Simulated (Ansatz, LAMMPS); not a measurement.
**Relaxing a frame of liquid Rb(Cl,I) from 900 K (62 atoms)**

Wanted: the relaxed structure of a frame of liquid Rb(Cl,I) from 900 K (62 atoms) and its electronic structure.

Method: Kohn-Sham DFT, PBE, PAW (set soft_2, large core), plane waves, in Ansatz 0.2.0.

## (1) Set-up

The cell holds 62 atoms: 31 Rb, 9 Cl and 22 I. Cell: a = 14.789 Å, b = 14.789 Å, c = 14.789 Å, α = 90.0°, β = 90.0°, γ = 90.0°. 62 atoms (31 Rb, 9 Cl, 22 I) placed at random at 2.96 g/cm³, melted at 1800 K for 10 ps at fixed volume with the Lennard-Jones and Coulomb ion parameters for SPC/E (Joung and Cheatham, J. Phys. Chem. B 112, 9020 (2008)), full charges. Snapshot at the end of a hold of 20 ps at 900 K and fixed volume.

Limits known from the start: The starting topology of bonds comes from the classical model. The ion parameters were fitted for water, not for melts, so the starting structure of this cell may lie well off the real melt's. Sampling is at Γ alone, for a cell whose shortest periodic width is 15 Å. Spin–orbit coupling is left out, which matters for the levels of the heavy elements.

## (2) Single point at the start

A single point comes first, to see the forces before anything moves.

File input.yaml:

```yaml
crystal:
  lattice:
    - [14.7894, 0.0, 0.0]
    - [0.0, 14.7894, 0.0]
    - [0.0, 0.0, 14.7894]
  atoms:
    - { symbol: Rb, position: [0.15662, 0.80026, 0.0546] }
    - { symbol: Rb, position: [0.34838, 0.48788, 0.6604] }
    - { symbol: Rb, position: [0.49475, 0.96813, 0.36811] }
    - { symbol: Rb, position: [0.46731, 0.49802, 0.94233] }
    [... 52 atom lines left out ...]
    - { symbol: I, position: [0.21097, 0.03325, 0.76475] }
    - { symbol: I, position: [0.64032, 0.33882, 0.02682] }
    - { symbol: I, position: [0.22104, 0.86468, 0.40128] }
    - { symbol: I, position: [0.54737, 0.55047, 0.73557] }
    - { symbol: I, position: [0.99843, 0.90354, 0.17852] }
    - { symbol: I, position: [0.90069, 0.40201, 0.60666] }
kpoints:
  mp_grid: { grid: [1, 1, 1] }
hamiltonian:
  xc: pbe
  pseudopotentials: { kind: paw, core: large }
scf:
  occupations: { method: fermi_dirac, width: 0.025 }
output:
  forces: true
  stress: true
  populations: true
  dos:
    method: { smearing: { sigma: 0.1 } }
    de: 0.1
    projected: { site_lists: { Cl: [Cl], I: [I], Rb: [Rb] } }
  eigenvalues: true
```

On the command line:

```console
> ansatz run input.yaml --threads 4 --pin off --max-ram 8192MiB --backend cpu --events-out ev --progress --plain --runs-dir out
```

Elapsed: 42 s, on 4 threads of Arm Neoverse V1, shared host; peak memory 3.1 GiB.

The program notes that potentials were chosen by core size.

Numbers from this run:

```
free energy                                      : -224784.4321 eV
free energy per atom                             : -3625.5554 eV/atom
SCF cycles                                       : 10
pressure                                         : 0.756 GPa
r.m.s. force component                           : 0.295 eV/Å
longest force                                    : 0.981 eV/Å
Fermi energy                                     : 2.628 eV
gap (highest filled to lowest empty level) : 2.976 eV
spilling of the projection                       : 0.003837
```

The r.m.s. force component of 0.29 eV/Å and the pressure of 0.76 GPa set the starting point.

Length of the force by element:

```csv
element,coordination,atoms,mean length of the force (eV/Å),spread,least,most
Cl,all,9,0.452,0.205,0.159,0.753
I,all,22,0.469,0.217,0.162,0.981
Rb,all,31,0.463,0.217,0.0851,0.917
```

## (3) Relaxation

With the cell held, the atoms are moved downhill towards a nearby minimum.

input.yaml, the sections that differ from step 2:

```yaml
output:
  forces: true
relax:
  f_tol: 0.03
  max_steps: 186
# crystal, kpoints, hamiltonian, scf: as in step 2
```

The job ended after 4.2 min (4 threads; peak memory 3 GiB; 16 min of CPU time).

The steps of the relaxation:

```csv
step,energy less that of the first step (eV),largest force component (eV/Å)
1,0.0000,0.8540
2,-2.1018,0.5196
3,-3.3602,0.3045
4,-4.0097,0.1968
5,-4.4092,0.0774
6,-4.5852,0.0948
7,-4.7068,0.0530
8,-4.7677,0.0467
9,-4.8135,0.0727
10,-4.8379,0.0687
11,-4.8532,0.0251
12,-4.8532,0.0250
13,-4.8601,0.0170
14,-4.8633,0.0130
15,-4.8654,0.0123
```

The atoms that moved most (Å):

```csv
atom,dx,dy,dz,length
Cl36,-0.032,-0.430,1.085,1.167
I53,-0.317,0.427,0.869,1.019
Rb7,0.746,0.289,0.628,1.016
I54,-0.386,0.712,-0.614,1.016
Cl40,0.399,0.066,0.922,1.006
Rb12,0.352,0.431,0.831,1.000
Rb20,-0.410,0.829,-0.245,0.957
I44,0.099,-0.847,0.406,0.944
```

The relaxation changed the energy by -78.5 meV/atom, and atoms moved by 0.65 Å r.m.s., 1.2 Å at most.

## (4) Structure statistics after relaxation

Bonds before and after, by the cutoffs listed below:

```csv
pair,bonds before,bonds after,mean before (Å),mean after (Å),spread before (Å),spread after (Å)
Rb-I,119,129,3.730,3.802,0.319,0.199
Rb-Cl,42,43,3.353,3.306,0.279,0.099
```

Density 2.96 g/cm³, 52.17 Å³ an atom.

g(r), total and by pair (bins of 0.2 Å):

```csv
r (Å),total,Rb-Rb,Rb-I,Rb-Cl,I-I,I-Cl,Cl-Cl
3.10,0.33,0.00,0.00,2.31,0.00,0.00,0.00
3.30,1.87,0.00,0.00,12.88,0.00,0.00,0.00
3.50,0.98,0.00,1.66,2.69,0.00,0.00,0.00
3.70,3.37,0.00,9.35,0.35,0.00,0.00,0.00
3.90,1.47,0.00,4.00,0.00,0.00,0.00,2.17
4.10,0.68,0.47,1.14,0.00,0.30,0.77,1.82
4.30,1.01,2.02,0.61,0.00,0.56,1.76,1.66
4.50,0.86,1.72,0.19,0.23,1.31,1.27,1.62
4.70,1.33,2.42,0.51,0.41,1.90,1.76,2.91
4.90,0.84,1.01,0.24,0.58,0.66,2.69,2.67
5.10,1.21,1.55,0.15,0.53,3.06,2.73,1.26
5.30,0.98,1.53,0.40,0.16,1.72,2.09,0.00
5.50,0.91,1.33,0.25,0.46,1.93,1.73,0.00
5.70,0.64,0.99,0.23,0.43,1.62,0.40,0.00
5.90,0.77,1.31,0.43,0.79,0.76,0.57,0.91
6.10,0.72,1.30,0.36,0.50,1.00,0.69,0.00
6.30,0.60,1.01,0.33,0.46,0.80,0.50,0.78
6.50,0.93,0.63,0.85,1.42,0.50,1.68,1.48
6.70,0.90,0.72,0.75,1.54,0.94,1.02,0.00
6.90,1.14,1.29,1.16,1.06,0.67,1.50,0.68
7.10,1.31,1.22,1.39,1.46,0.95,1.67,0.61
7.30,1.73,1.41,2.50,1.48,1.70,0.37,1.19
```

Bonds by pair of elements; cutoffs follow the first minimum of g(r), held within bounds set by covalent radii, and pairs that aren't listed don't count as bonded:

```csv
pair A-B,cutoff (Å),bonds,mean length (Å),spread (Å),shortest (Å),B about A,A about B
Rb-I,4.53,129,3.80,0.199,3.45,4.16,5.86
Rb-Cl,3.98,43,3.31,0.099,3.15,1.39,4.78
```

How many atoms have how many bonded neighbours:

```csv
element,mean,4,5,6,7
Cl,4.78,2,7,0,0
I,5.86,0,6,13,3
Rb,5.55,0,14,17,0
```

Bond angles, per cent of each kind in bins of 5°:

```csv
angle (°),Rb-I-Rb,I-Rb-I,Cl-Rb-I,Rb-Cl-Rb,Cl-Rb-Cl
55–60,0.3,0.0,0.0,0.0,0.0
60–65,1.6,0.5,0.0,0.0,0.0
65–70,6.0,2.3,3.2,0.0,13.0
70–75,8.5,6.0,7.7,0.0,4.3
75–80,12.9,13.9,9.0,11.0,0.0
80–85,8.2,7.4,7.7,18.3,13.0
85–90,7.5,12.5,12.2,7.3,17.4
90–95,7.5,9.3,9.0,12.2,13.0
95–100,4.1,8.8,10.3,4.9,17.4
100–105,4.1,6.9,3.9,2.4,0.0
105–110,4.7,2.8,3.9,7.3,0.0
110–115,2.5,2.3,1.9,3.7,0.0
115–120,3.5,3.7,1.3,3.7,0.0
120–125,3.5,2.8,2.6,8.5,4.3
125–130,2.5,1.4,3.2,0.0,0.0
130–135,1.9,1.8,1.9,4.9,0.0
135–140,6.0,0.5,2.6,3.7,0.0
140–145,1.6,3.7,2.6,1.2,0.0
145–150,1.9,0.5,2.6,1.2,0.0
150–155,3.5,4.2,1.9,2.4,4.3
155–160,2.8,3.2,3.9,0.0,13.0
160–165,2.5,0.9,6.4,3.7,0.0
165–170,1.9,2.3,0.6,3.7,0.0
170–175,0.6,1.8,1.3,0.0,0.0
175–180,0.0,0.5,0.6,0.0,0.0
```

Bond angles (no mean is given where the spread exceeds 20°):

```csv
angle,count,mean (°),spread (°)
Rb-I-Rb,318,-,-
I-Rb-I,216,-,-
Cl-Rb-I,156,-,-
Rb-Cl-Rb,82,-,-
Cl-Rb-Cl,23,-,-
```

Bond length by coordination (bonds to H left out):

```csv
element,coordination,atoms,mean bond length (Å)
Cl,4,2,3.21
Cl,5,7,3.33
I,5,6,3.71
I,6,13,3.81
I,7,3,3.93
Rb,5,14,3.65
Rb,6,17,3.7
```

For some of the pairs, g(r) has its first main peak near 3.7 Å (Rb-I) and 3.3 Å (Rb-Cl). By these cutoffs 78 % of Cl atoms have 5, 59 % of I atoms have 6 and 55 % of Rb atoms have 6 bonded neighbours.

## (5) Single point at the relaxed geometry

The electronic structure is read at the final geometry, in a run of its own.

File input.yaml:

```yaml
crystal:
  lattice:
    - [14.7894, 0.0, 0.0]
    - [0.0, 14.7894, 0.0]
    - [0.0, 0.0, 14.7894]
  atoms:
    - { symbol: Rb, position: [0.16765, 0.77071, 0.06588] }
    - { symbol: Rb, position: [0.34264, 0.49434, 0.63118] }
    - { symbol: Rb, position: [0.4825, 0.97968, 0.38264] }
    - { symbol: Rb, position: [0.43365, 0.51275, 0.93001] }
    [... 52 atom lines left out ...]
    - { symbol: I, position: [0.22469, 0.07263, 0.75169] }
    - { symbol: I, position: [0.59736, 0.33418, 0.0087] }
    - { symbol: I, position: [0.21983, 0.88504, 0.36389] }
    - { symbol: I, position: [0.56796, 0.52386, 0.72058] }
    - { symbol: I, position: [0.97036, 0.91933, 0.16063] }
    - { symbol: I, position: [0.87497, 0.38658, 0.60117] }
kpoints:
  mp_grid: { grid: [1, 1, 1] }
hamiltonian:
  xc: pbe
  pseudopotentials: { kind: paw, core: large }
scf:
  occupations: { method: fermi_dirac, width: 0.025 }
output:
  forces: true
  stress: true
  populations: true
  dos:
    method: { smearing: { sigma: 0.15 } }
    de: 0.1
    projected: { site_lists: { Cl: [Cl], I: [I], Rb: [Rb] } }
  eigenvalues: true
  write_density: true
  write_potential: true
  volumetric_format: npy
```

The job ended after 45 s (4 threads; peak memory 3.1 GiB).

The program notes that the exchange-correlation potential is rough where the density is thin.

The run gave:

```yaml
free_energy: -224789.2975 eV
free_energy_per_atom: -3625.6338 eV/atom
scf_cycles: 10
pressure: -0.04614 GPa
r_m_s_force_component: 0.00343 eV/Å
longest_force: 0.01256 eV/Å
fermi_energy: 2.623 eV
spacing_of_highest_filled_and_lowest_empty_level: 3.111 eV
spilling_of_the_projection: 0.003531
```

Löwdin charges by element and coordination (they lack the spilled electrons, 0.028 e an atom on average):

```csv
element,coordination,atoms,mean charge (e),spread,least,most
Cl,all,9,-0.749,0.0044,-0.758,-0.741
Cl,4,2,-0.756,0.0022,-0.758,-0.754
Cl,5,7,-0.748,0.0028,-0.750,-0.741
I,all,22,-0.664,0.006,-0.672,-0.647
I,5,6,-0.669,0.0042,-0.672,-0.661
I,6,13,-0.663,0.0044,-0.672,-0.658
I,7,3,-0.658,0.0082,-0.665,-0.647
Rb,all,31,0.745,0.0127,0.725,0.767
Rb,5,14,0.745,0.0139,0.725,0.767
Rb,6,17,0.746,0.0116,0.731,0.765
```

Density of states as counts of states in windows of 1 eV (from the Fermi level), total and the larger projections:

```csv
from (eV),to (eV),total,I p,Cl p,Rb s,I s,Rb p
-18,-15,0.0,0.0,0.0,0.0,0.0,0.0
-15,-14,18.0,0.0,0.0,0.7,0.0,0.4
-14,-13,0.0,0.0,0.0,0.0,0.0,0.0
-13,-12,42.8,0.0,0.0,1.8,33.9,6.9
-12,-11,181.6,0.6,0.4,0.3,7.9,172.0
-11,-10,5.7,0.0,0.0,0.0,0.3,5.3
-10,-4,0.0,0.0,0.0,0.0,0.0,0.0
-4,-3,22.9,4.1,17.0,1.4,0.0,0.2
-3,-2,145.0,104.4,34.4,3.9,0.1,0.9
-2,-1,18.1,17.1,0.6,0.1,0.0,0.1
-1,1,0.0,0.0,0.0,0.0,0.0,0.0
1,2,2.0,0.0,0.0,1.6,0.2,0.0
2,3,12.7,0.8,0.1,8.6,0.6,0.1
3,4,60.5,1.8,0.4,22.3,0.6,0.1
```

The stored curve holds about 434 of the 496 electrons; the rest, give or take the few that broadening carries across the Fermi level, lie in deeper levels below its range.

The levels nearest the highest filled one (over half full), pooled over k-points and spins:

```csv
level less the highest filled one (eV),occupation
-0.445,2
-0.403,2
-0.245,2
-0.236,2
-0.146,2
0,2
3.11,0
4.13,0
4.17,0
4.29,0
4.33,0
4.39,0
```

Mean Löwdin charges: Cl -0.75, I -0.66, Rb +0.75 e (they miss 0.35 % of the electrons, so they add up to more than the cell's charge). The largest share in the top eV of filled states is I p (92 % of the projected weight), and in the lowest eV of empty states Rb s (84 % of the projected weight).

## (6) Outcome

```
energy change in the relaxation                  : -78.47 meV/atom
r.m.s. displacement                              : 0.653 Å
largest displacement                             : 1.167 Å
free energy per atom                             : -3625.6338 eV/atom
pressure                                         : -0.04614 GPa
r.m.s. force component                           : 0.00343 eV/Å
gap (highest filled to lowest empty level) : 3.111 eV
wall time of the 3 DFT runs                      : 5.6 min
```

What this shows: Relaxation lowers the energy by 78.5 meV/atom and moves atoms by 0.65 Å r.m.s.; the r.m.s. force component goes from 0.29 to 0.0034 eV/Å, the pressure goes from 0.76 to -0.046 GPa, and the gap from 2.98 to 3.11 eV. By the final cutoffs 4 of 161 bonded pairs parted and 15 joined. From the first step to the last the energy fell by 4.865 eV, and the largest move was 1.17 Å (Cl36). The Rb-I bonds change most in mean length: from 3.730 Å (spread 0.319) to 3.802 Å (spread 0.199), and their number from 119 to 129. With the cutoffs above, 78 % of Cl atoms have 5, 59 % of I atoms have 6 and 55 % of Rb atoms have 6 bonded neighbours. The highest filled and lowest empty levels differ by 3.11 eV (at Γ alone); a semilocal functional tends to put such gaps too low. In a disordered cell it changes from sample to sample and from frame to frame.

What to keep in mind: The starting topology of bonds comes from the classical model; in DFT 4 of its 161 bonded pairs passed out of the cutoffs and 15 came within them.

[Logs are printed without paths, hosts, clocks, repeated set-up lines and the standing remarks that a program may print on its own settings, such as how far it seeks lower states.]

[Hosts, paths, dates, database ids (printed as entryN), source tags and the programs' standing remarks are cut or masked in the printed files.]
